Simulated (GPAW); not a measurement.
# Calculated records

### Sr2CaS3 (ordered alloy, started on the rocksalt lattice) (P-3m1): G0W0 with GPAW, start to end

Symmetry: P-3m1, No. 164, trigonal system. Conventional cell: a = 4.211 Å, b = 4.211 Å, c = 10.314 Å, α = 90.00°, β = 90.00°, γ = 120.00°. Sr has 6 S at 3.01 Å nearest. S has 6 Sr at 3.01 Å nearest. Nearest to S lie 3 Ca at 2.91 Å and 3 Sr at 3.01 Å. Nearest to Ca lie 6 S at 2.91 Å. Farther neighbours and most contacts between anions are not listed.

```xyz
6
Lattice="4.2114 0.0000 0.0000 -2.1057 3.6472 0.0000 0.0000 0.0000 10.3137" Properties=species:S:1:pos:R:3 pbc="T T T"
Sr    2.1057    1.2157    6.9339
S    -2.1057    3.6472    5.1569
Sr    0.0000    2.4315    3.3798
S     2.1057    1.2157    1.6006
Ca   -2.1057    3.6472    0.0000
S     0.0000    2.4315    8.7131
```

* method: DFT, PBE, plane waves, PAW (and 1 further level or step)
* program: GPAW 26.7.0
* settings of one run: cutoff 450 eV, GPAW PAW setups 1.2.1 data release, 3×3×2 k-mesh, nbands 137
* cost: 3 runs, 2.3 min in all on 4 MPI ranks of Arm Neoverse V2, shared host (the runs of this entry)
* notes: The structure was built from a prototype and need not be the compound’s stable phase. The structure was relaxed with PBE. The structure type comes from a generator and need not be one that this composition takes. Limits: no spin-orbit coupling. Only 3 of the mesh’s irreducible points were corrected, so a valley elsewhere could overtake. Bands and cutoff are finite, so the gap is not at the basis limit. The miss can reach some tenths of an eV and take either sign; the mesh is an error of its own. The 3×3×2 mesh is coarse for this cell, which bears on the long-range parts of exchange and screening.
* PBE gap: 2.48 eV, indirect
* G0W0 gap on the mesh: 4.35 eV
* G0W0 gap over the zone (rigid shift): 3.91 eV
* GW settings: 3×3×2 mesh, 127 bands, screening to 50 eV, Godby-Needs plasmon pole
* known limits: not at the basis limit; no spin-orbit coupling; coarse k mesh

G0W0 moves the gap on the mesh from 2.93 eV to 4.35 eV (+1.42 eV), with Z of 0.80 and 0.83 at the edges. The mesh misses the band edges by 0.44 eV in all; a rigid shift gives 3.91 eV for the zone.

**Quasiparticle gap of Sr2CaS3 (ordered alloy, started on the rocksalt lattice) (P-3m1) in GPAW**

Symmetry: P-3m1, No. 164, trigonal system. Conventional cell: a = 4.211 Å, b = 4.211 Å, c = 10.314 Å, α = 90.00°, β = 90.00°, γ = 120.00°. Nearest to Sr lie 6 S at 3.01 Å. Nearest to S lie 6 Sr at 3.01 Å. S has 3 Ca at 2.91 Å and 3 Sr at 3.01 Å nearest. Ca has 6 S at 2.91 Å nearest. Farther neighbours and most contacts between anions are not listed.

* method: DFT, PBE, plane waves, PAW (and 1 further level or step)
* program: GPAW 26.7.0
* settings of one run: cutoff 550 eV, GPAW PAW setups 1.2.1 data release, 6×6×2 k-mesh
* cost: 5 runs, 7.2 min in all on 4 MPI ranks of Arm Neoverse V2, shared host (the runs of this entry)
* notes: The structure was built from a prototype and need not be the compound’s stable phase. The start is a generated structure, not a measured one. The structure type comes from a generator and need not be one that this composition takes. Limits: no spin-orbit coupling. Only 3 of the mesh’s irreducible points were corrected, so a valley elsewhere could overtake. Bands and cutoff are finite, so the gap is not at the basis limit. The miss can reach some tenths of an eV and take either sign; the mesh is an error of its own. The 3×3×2 mesh is coarse for this cell, which bears on the long-range parts of exchange and screening.
* PBE gap: 2.48 eV, indirect
* G0W0 gap on the mesh: 4.36 eV
* G0W0 gap over the zone (rigid shift): 3.91 eV
* GW settings: 3×3×2 mesh, 167 bands, screening to 60 eV, Godby-Needs plasmon pole
* known limits: not at the basis limit; no spin-orbit coupling; coarse k mesh

G0W0 moves the gap on the mesh from 2.93 eV to 4.36 eV (+1.43 eV), with Z of 0.79 and 0.83 at the edges. The mesh misses the band edges by 0.44 eV in all; a rigid shift gives 3.91 eV for the zone.

[Paths, hosts, dates, memory and timing lines, banners, echoed tables and standing remarks are left out of the program output.]

[Logs are printed without paths, hosts, clocks, repeated set-up lines and the standing remarks that a program may print on its own settings, such as how far it seeks lower states.]

[Runs of the session that timed out or met a known fault of the program may be left out.]

[Hosts, paths, dates, database ids (printed as entryN), source tags and the programs' standing remarks are cut or masked in the printed files.]
